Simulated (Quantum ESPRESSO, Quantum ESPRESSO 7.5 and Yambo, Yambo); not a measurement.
# Diamond (Fd-3m, 2 atoms a cell): G0W0 with Yambo, start to end

Wanted: ground state, empty states, screening and self-energy for Diamond (Fd-3m, 2 atoms a cell).

Method: PBE and many-body steps on it, plane waves, in Quantum ESPRESSO 7.5 and Yambo 5.3.0.

**The experiments to reproduce.**

- Gap 5.5 eV: band gap, experimental literature value; bulk crystal (quoted in “Fermi level pinning by defects can explain the large reported carbon 1s binding energy variations in diamond”, 2019, arxiv:1902.02958).

- Gap 5.47 eV: experimental band gap used as input; bulk crystal (quoted in “Enhanced Electron Emission Performance and Air‐Surface Stability in ScO‐Terminated Diamond for Thermionic Energy Converters”, 2024, pmc:11600692).

## 1. Starting point

The structure is cubic, space group Fd-3m (No. 227). Conventional cell: a = 3.567 Å, b = 3.567 Å, c = 3.567 Å, α = 90.00°, β = 90.00°, γ = 90.00°. Nearest to C lie 4 C at 1.54 Å.

Coordinates:

```cif
data_structure
_symmetry_space_group_name_H-M 'Fd-3m:1'
_symmetry_Int_Tables_number 227
_cell_length_a 3.5667
_cell_length_b 3.5667
_cell_length_c 3.5667
_cell_angle_alpha 90.000
_cell_angle_beta 90.000
_cell_angle_gamma 90.000
_cell_volume 45.37
loop_
_atom_site_label
_atom_site_type_symbol
_atom_site_symmetry_multiplicity
_atom_site_Wyckoff_symbol
_atom_site_fract_x
_atom_site_fract_y
_atom_site_fract_z
_atom_site_occupancy
C1 C 8 b 0.00000 0.00000 0.50000 1
```

The cell and positions come from the Crystallography Open Database and are kept as given unless a step says otherwise.

## 2. Ground state

This step: Quantum ESPRESSO 7.5; DFT, PBE, plane waves, norm-conserving pseudopotentials.

The ground-state density comes first.

pw.in

```
&control
  calculation = 'scf'
  prefix = 'x'
  outdir = 'o'
  pseudo_dir = 'pseudo'
/
&system
  ibrav = 0
  nat = 2
  ntyp = 1
  ecutwfc = 74.0
  nbnd = 9
  force_symmorphic = .true.
/
&electrons
  conv_thr = 1e-10
  electron_maxstep = 80
  mixing_beta = 0.5
/
ATOMIC_SPECIES
  C 12.011 C.upf
CELL_PARAMETERS angstrom
  -0.0000000000 1.7833700000 1.7833700000
  1.7833700000 -0.0000000000 1.7833700000
  1.7833700000 1.7833700000 0.0000000000
ATOMIC_POSITIONS crystal
  C 0.0000000000 0.0000000000 0.0000000000
  C 0.2500000000 0.2500000000 0.2500000000
K_POINTS automatic
  10 10 10 0 0 0
```

The run is started by

```console
OMP_NUM_THREADS=1 mpirun -n 8 pw.x -nk 8 -in pw.in > pw.out
```

What it wrote:

```text
Program PWSCF v.7.5 starts

     This program is part of the open-source Quantum ESPRESSO suite
     for quantum simulation of materials; please cite
         "P. Giannozzi et al., J. Phys.:Condens. Matter 21 395502 (2009);
         "P. Giannozzi et al., J. Phys.:Condens. Matter 29 465901 (2017);
         "P. Giannozzi et al., J. Chem. Phys. 152 154105 (2020);
     in publications or presentations arising from this work. More details at
     Message from routine setup:
     using ibrav=0 with symmetry is DISCOURAGED, use correct ibrav instead

     G-vector sticks info

     bravais-lattice index     =            0
     lattice parameter (alat)  =       4.7660  a.u.
     unit-cell volume          =      76.5510 (a.u.)^3
     number of atoms/cell      =            2
     number of atomic types    =            1
     number of electrons       =         8.00
     number of Kohn-Sham states=            9
     kinetic-energy cutoff     =      74.0000  Ry
     charge density cutoff     =     296.0000  Ry
     scf convergence threshold =      1.0E-10
     mixing beta               =       0.5000
     number of iterations used =            8  plain     mixing
     Exchange-correlation= PBE
                           (   1   4   3   4   0   0   0)

     celldm(1)=   4.766014  celldm(2)=   0.000000  celldm(3)=   0.000000
     celldm(4)=   0.000000  celldm(5)=   0.000000  celldm(6)=   0.000000

     crystal axes: (cart. coord. in units of alat)
               a(1) = (  -0.000000   0.707107   0.707107 )
               a(2) = (   0.707107  -0.000000   0.707107 )
               a(3) = (   0.707107   0.707107   0.000000 )

     reciprocal axes: (cart. coord. in units 2 pi/alat)
               b(1) = ( -0.707107  0.707107  0.707107 )
               b(2) = (  0.707107 -0.707107  0.707107 )
               b(3) = (  0.707107  0.707107 -0.707107 )
     Pseudo is Norm-conserving + core correction, Zval =  4.0
     Generated using ONCVPSP code by D. R. Hamann
     Using radial grid of 1248 points,  4 beta functions with:
     C                 4.00    12.01100     C ( 1.00)

     24 Sym. Ops. (no inversion) found

   Cartesian axes

     site n.     atom                  positions (alat units)
         1        C      tau(   1) = (   0.0000000   0.0000000   0.0000000  )
         2        C      tau(   2) = (   0.3535534   0.3535534   0.3535534  )

     number of k points=    47
                       cart. coord. in units 2pi/alat
        k(    1) = (   0.0000000   0.0000000   0.0000000), wk =   0.0020000
        k(    2) = (   0.0707107   0.0707107  -0.0707107), wk =   0.0160000
        k(    3) = (   0.1414214   0.1414214  -0.1414214), wk =   0.0160000
        k(    4) = (   0.2121320   0.2121320  -0.2121320), wk =   0.0160000
        k(    5) = (   0.2828427   0.2828427  -0.2828427), wk =   0.0160000
        k(    6) = (  -0.3535534  -0.3535534   0.3535534), wk =   0.0080000
        k(    7) = (   0.1414214  -0.0000000   0.0000000), wk =   0.0120000
        k(    8) = (   0.2121320   0.0707107  -0.0707107), wk =   0.0480000
        k(    9) = (   0.2828427   0.1414214  -0.1414214), wk =   0.0480000
        k(   10) = (   0.3535534   0.2121320  -0.2121320), wk =   0.0480000
     [... 35 further rows ...]
        k(   46) = (  -0.0707107  -0.3535534   0.6363961), wk =   0.0480000
        k(   47) = (  -0.7071068   0.2828427   0.0000000), wk =   0.0240000

     Dense  grid:     6615 G-vectors     FFT dimensions: (  27,  27,  27)

     Initial potential from superposition of free atoms

     starting charge       7.9999, renormalised to       8.0000
     Starting wfcs are    8 randomized atomic wfcs +    1 random wfcs

     per-process dynamical memory:     8.3 Mb

     Self-consistent Calculation

     iteration #  1     ecut=    74.00 Ry     beta= 0.50

     total energy              =     -24.07578340 Ry
     estimated scf accuracy    <       0.11539603 Ry

     iteration #  2     ecut=    74.00 Ry     beta= 0.50

     total energy              =     -24.07376316 Ry
     estimated scf accuracy    <       0.01688858 Ry

     iteration #  3     ecut=    74.00 Ry     beta= 0.50

     total energy              =     -24.07527951 Ry
     estimated scf accuracy    <       0.00018064 Ry

     iteration #  4     ecut=    74.00 Ry     beta= 0.50

     total energy              =     -24.07530937 Ry
     estimated scf accuracy    <       0.00000626 Ry

     iteration #  5     ecut=    74.00 Ry     beta= 0.50

     total energy              =     -24.07531039 Ry
     estimated scf accuracy    <       0.00000022 Ry

     iteration #  6     ecut=    74.00 Ry     beta= 0.50

     total energy              =     -24.07531037 Ry
     estimated scf accuracy    <       0.00000008 Ry

     iteration #  7     ecut=    74.00 Ry     beta= 0.50

     total energy              =     -24.07531038 Ry
     estimated scf accuracy    <          6.1E-09 Ry

     iteration #  8     ecut=    74.00 Ry     beta= 0.50

     End of self-consistent calculation

          k = 0.0000 0.0000 0.0000 (   869 PWs)   bands (ev):

    -8.1303  13.3585  13.3585  13.3585  18.9841  18.9841  18.9841  26.6878
    32.6551

          k = 0.0707 0.0707-0.0707 (   845 PWs)   bands (ev):

    -7.8537  11.6837  12.9120  12.9120  19.5708  19.5708  19.9297  26.9242
    33.0996

          k = 0.1414 0.1414-0.1414 (   833 PWs)   bands (ev):

    -7.0288   8.4748  12.0326  12.0326  20.7046  20.7046  21.1406  27.5827
    33.8681

          k = 0.2121 0.2121-0.2121 (   827 PWs)   bands (ev):

     [... further k-points ...]

     highest occupied, lowest unoccupied level (ev):    13.3585   17.5877

!    total energy              =     -24.07531038 Ry
     estimated scf accuracy    <          1.2E-11 Ry

     The total energy is the sum of the following terms:
     one-electron contribution =       8.24760137 Ry
     hartree contribution      =       1.93188887 Ry
     xc contribution           =      -8.68011212 Ry
     ewald contribution        =     -25.57468850 Ry

     convergence has been achieved in   8 iterations

     XML data file, charge density, pseudopotentials, collected wavefunctions

=------------------------------------------------------------------------------=
   JOB DONE.
=------------------------------------------------------------------------------=
```

It took 2.1 s on 8 MPI ranks of Arm Neoverse N1, shared host; peak memory 0.34 GiB; 16 s of CPU time.

This step gave:

```yaml
total_energy: -327.5613 eV
gap: 4.229 eV
k_of_the_valence_top: 0, 0, 0
k_of_the_conduction_bottom: 0, 0.4, 0.4
least_direct_gap: 5.626 eV
```

The gap is indirect, with the least direct gap 1.40 eV higher.

## 3. Bands along the symmetry lines

Levels along a band path, at the cheap level, show where the edges lie and whether the meshes to come will hold them.

pw.in

```
&control
  calculation = 'bands'
  prefix = 'x'
  outdir = 'o'
  pseudo_dir = 'pseudo'
/
&system
  ibrav = 0
  nat = 2
  ntyp = 1
  ecutwfc = 74.0
  nbnd = 10
  force_symmorphic = .true.
/
&electrons
  conv_thr = 1e-9
  electron_maxstep = 80
  diago_full_acc = .true.
  diago_thr_init = 5e-6
/
ATOMIC_SPECIES
  C 12.011 C.upf
CELL_PARAMETERS angstrom
  -0.0000000000 1.7833700000 1.7833700000
  1.7833700000 -0.0000000000 1.7833700000
  1.7833700000 1.7833700000 0.0000000000
ATOMIC_POSITIONS crystal
  C 0.0000000000 0.0000000000 0.0000000000
  C 0.2500000000 0.2500000000 0.2500000000
K_POINTS crystal
  50
  0.00000000 0.00000000 0.00000000 1
  0.06250000 0.00000000 0.06250000 1
  0.12500000 0.00000000 0.12500000 1
  0.18750000 0.00000000 0.18750000 1
  0.25000000 0.00000000 0.25000000 1
  0.31250000 0.00000000 0.31250000 1
  0.37500000 0.00000000 0.37500000 1
  0.43750000 0.00000000 0.43750000 1
  0.50000000 0.00000000 0.50000000 1
  0.51562500 0.03125000 0.51562500 1
  0.53125000 0.06250000 0.53125000 1
  0.54687500 0.09375000 0.54687500 1
  0.56250000 0.12500000 0.56250000 1
  0.57812500 0.15625000 0.57812500 1
  0.59375000 0.18750000 0.59375000 1
  0.60937500 0.21875000 0.60937500 1
  0.62500000 0.25000000 0.62500000 1
  0.37500000 0.37500000 0.75000000 1
  0.32812500 0.32812500 0.65625000 1
  0.28125000 0.28125000 0.56250000 1
  0.23437500 0.23437500 0.46875000 1
  0.18750000 0.18750000 0.37500000 1
  0.14062500 0.14062500 0.28125000 1
  0.09375000 0.09375000 0.18750000 1
  0.04687500 0.04687500 0.09375000 1
  0.00000000 0.00000000 0.00000000 1
  0.06250000 0.06250000 0.06250000 1
  0.12500000 0.12500000 0.12500000 1
  0.18750000 0.18750000 0.18750000 1
  0.25000000 0.25000000 0.25000000 1
  0.31250000 0.31250000 0.31250000 1
  0.37500000 0.37500000 0.37500000 1
  0.43750000 0.43750000 0.43750000 1
  0.50000000 0.50000000 0.50000000 1
  0.50000000 0.46875000 0.53125000 1
  0.50000000 0.43750000 0.56250000 1
  0.50000000 0.40625000 0.59375000 1
  0.50000000 0.37500000 0.62500000 1
  0.50000000 0.34375000 0.65625000 1
  0.50000000 0.31250000 0.68750000 1
  0.50000000 0.28125000 0.71875000 1
  0.50000000 0.25000000 0.75000000 1
  0.50000000 0.21875000 0.71875000 1
  0.50000000 0.18750000 0.68750000 1
  0.50000000 0.15625000 0.65625000 1
  0.50000000 0.12500000 0.62500000 1
  0.50000000 0.09375000 0.59375000 1
  0.50000000 0.06250000 0.56250000 1
  0.50000000 0.03125000 0.53125000 1
  0.50000000 0.00000000 0.50000000 1
```

What it wrote:

```text
[banner, memory and clock lines left out]
Program PWSCF v.7.5 starts

     Atomic positions and unit cell read from directory:
     o/x.save/

     Message from routine setup:
     using ibrav=0 with symmetry is DISCOURAGED, use correct ibrav instead

     G-vector sticks info

     bravais-lattice index     =            0
     lattice parameter (alat)  =       4.7660  a.u.
     unit-cell volume          =      76.5510 (a.u.)^3
     number of atoms/cell      =            2
     number of atomic types    =            1
     number of electrons       =         8.00
     number of Kohn-Sham states=           10
     kinetic-energy cutoff     =      74.0000  Ry
     charge density cutoff     =     296.0000  Ry
     Exchange-correlation= PBE
                           (   1   4   3   4   0   0   0)

     celldm(1)=   4.766014  celldm(2)=   0.000000  celldm(3)=   0.000000
     celldm(4)=   0.000000  celldm(5)=   0.000000  celldm(6)=   0.000000

     crystal axes: (cart. coord. in units of alat)
               a(1) = (  -0.000000   0.707107   0.707107 )
               a(2) = (   0.707107  -0.000000   0.707107 )
               a(3) = (   0.707107   0.707107   0.000000 )

     reciprocal axes: (cart. coord. in units 2 pi/alat)
               b(1) = ( -0.707107  0.707107  0.707107 )
               b(2) = (  0.707107 -0.707107  0.707107 )
               b(3) = (  0.707107  0.707107 -0.707107 )
     Pseudo is Norm-conserving + core correction, Zval =  4.0
     Generated using ONCVPSP code by D. R. Hamann
     Using radial grid of 1248 points,  4 beta functions with:
     C                 4.00    12.01100     C ( 1.00)

     24 Sym. Ops. (no inversion) found

   Cartesian axes

     site n.     atom                  positions (alat units)
         1        C      tau(   1) = (   0.0000000   0.0000000   0.0000000  )
         2        C      tau(   2) = (   0.3535534   0.3535534   0.3535534  )

     number of k points=    50
                       cart. coord. in units 2pi/alat
        k(    1) = (   0.0000000   0.0000000   0.0000000), wk =   0.0400000
        k(    2) = (   0.0000000   0.0883883   0.0000000), wk =   0.0400000
        k(    3) = (   0.0000000   0.1767767   0.0000000), wk =   0.0400000
[...]
[... 38 further rows ...]
        k(   49) = (   0.0441942   0.7071068   0.0000000), wk =   0.0400000
        k(   50) = (   0.0000000   0.7071068   0.0000000), wk =   0.0400000

     Dense  grid:     6615 G-vectors     FFT dimensions: (  27,  27,  27)

     The potential is recalculated from file :
     o/x.save/charge-density

     Starting wfcs are    8 randomized atomic wfcs +    2 random wfcs

     Band Structure Calculation

     End of band structure calculation

          k = 0.0000 0.0000 0.0000 (   869 PWs)   bands (ev):

    -8.1303  13.3585  13.3585  13.3585  18.9841  18.9841  18.9841  26.6878
    32.6551  40.2185

          k = 0.0000 0.0884 0.0000 (   857 PWs)   bands (ev):

    -7.9862  12.8048  12.8048  13.0081  18.8721  19.6614  19.6614  26.7808
    32.9077  37.0016

          k = 0.0000 0.1768 0.0000 (   841 PWs)   bands (ev):

    -7.5547  11.6312  11.6312  12.0337  18.5779  21.2005  21.2005  26.6860
    33.5980  34.2423

          k = 0.0000 0.2652-0.0000 (   833 PWs)   bands (ev):

[...]
k =-0.0000 0.4419 0.0000 (   829 PWs)   bands (ev):

[...]
k = 0.0000 0.5303-0.0000 (   817 PWs)   bands (ev):

[...]
k =-0.0000 0.6187 0.0000 (   810 PWs)   bands (ev):

[...]
k = 0.5303 0.5303-0.0000 (   824 PWs)   bands (ev):

[...]
k = 0.1326 0.7071-0.0000 (   812 PWs)   bands (ev):

[...]
k = 0.0884 0.7071-0.0000 (   814 PWs)   bands (ev):

[...]
k = 0.0442 0.7071 0.0000 (   810 PWs)   bands (ev):

     0.6056   0.6056   6.9628   6.9628  18.3335  18.3335  30.1085  30.1085
    36.5032  36.5032

          k = 0.0000 0.7071 0.0000 (   806 PWs)   bands (ev):

     0.5824   0.5824   7.0431   7.0431  18.1846  18.1846  30.1783  30.1783
    36.5918  36.5918

     XML data file, pseudopotentials, collected wavefunctions
```

Wall time 1.3 s (8 MPI ranks); peak memory 0.05 GiB.

This step gave:

* gap: 4.190 eV
* k of the valence top: 0, 0, 0
* k of the conduction bottom: 0.375, 0, 0.375
* least direct gap: 5.626 eV

The gap is 4.190 eV, −0.039 eV from the run before at this level.

Electronic bands along the path, in eV, zero at the top of the highest filled band; v1 is the highest filled band, c1 the lowest empty one:

```tsv
point	v4	v3	v2	v1	c1	c2	c3	c4
Γ	-21.49	0.00	0.00	0.00	5.63	5.63	5.63	13.33
halfway	-19.21	-4.52	-4.13	-4.13	4.49	10.32	11.62	11.62
X	-12.78	-12.78	-6.32	-6.32	4.83	4.83	16.82	16.82
halfway	-12.69	-12.52	-7.58	-6.08	5.06	6.73	16.13	16.47
U	-12.99	-11.74	-9.33	-5.38	5.74	10.80	14.39	15.64
jump to K	-12.99	-11.74	-9.33	-5.38	5.74	10.80	14.39	15.64
halfway	-18.93	-6.52	-5.57	-1.75	8.19	8.69	10.10	13.68
Γ	-21.49	0.00	0.00	0.00	5.63	5.63	5.63	13.33
halfway	-19.77	-6.60	-1.75	-1.75	7.83	7.83	8.19	14.64
L	-15.71	-13.39	-2.81	-2.81	8.52	8.52	8.89	15.71
halfway	-14.70	-12.38	-6.32	-4.70	8.36	9.50	13.08	14.89
W	-11.99	-11.99	-8.33	-8.33	10.68	10.68	12.35	12.35
halfway	-12.44	-12.44	-7.33	-7.33	6.93	6.93	15.58	15.58
X	-12.78	-12.78	-6.32	-6.32	4.83	4.83	16.82	16.82
```

The electronic bands as a text plot (rows in eV, shown from -8.0 to 10.2 only):

```
    9.8 |    +           +    +++                     ++ + +
    9.1 |                       +              +++++++ ++   +
    8.3 |       ++            +++++         +++++++++++
    7.5 |  ++           +   ++     ++      ++
    6.8 |         +    +   +     ++      ++                  +
    6.0 | +               +        +++  +                     +
    5.3 |++++      ++ ++++            ++                       ++
    4.5 |    ++++++++++
    3.7 |
    3.0 |
    2.2 |
    1.5 |
    0.7 |
    0.0 |**                        ******
   -0.8 | *                      **  *  ***
   -1.6 |  **                   *          **
   -2.3 |                     **   **    **  ***
   -3.1 |    *                                  *****
   -3.8 |     **            **   **                 **
   -4.6 |     **           *     **        *          *
   -5.3 |       **       **     *                    * *
   -6.1 |         *******                             *         *
   -6.9 |       **    *       ***           *           *     **
   -7.6 |              *                               * *   *
         Γ           X  U|K            Γ         L        W     X
```

(Part 1 of 3 ends here.)

[Paths, hosts, dates, memory and timing lines, banners, echoed tables and standing remarks are left out of the program output.]

[Logs are printed without paths, hosts, clocks, repeated set-up lines and the standing remarks that a program may print on its own settings, such as how far it seeks lower states.]

[Runs of the session that timed out or met a known fault of the program may be left out.]

[Hosts, paths, dates, database ids (printed as entryN), source tags and the programs' standing remarks are cut or masked in the printed files.]
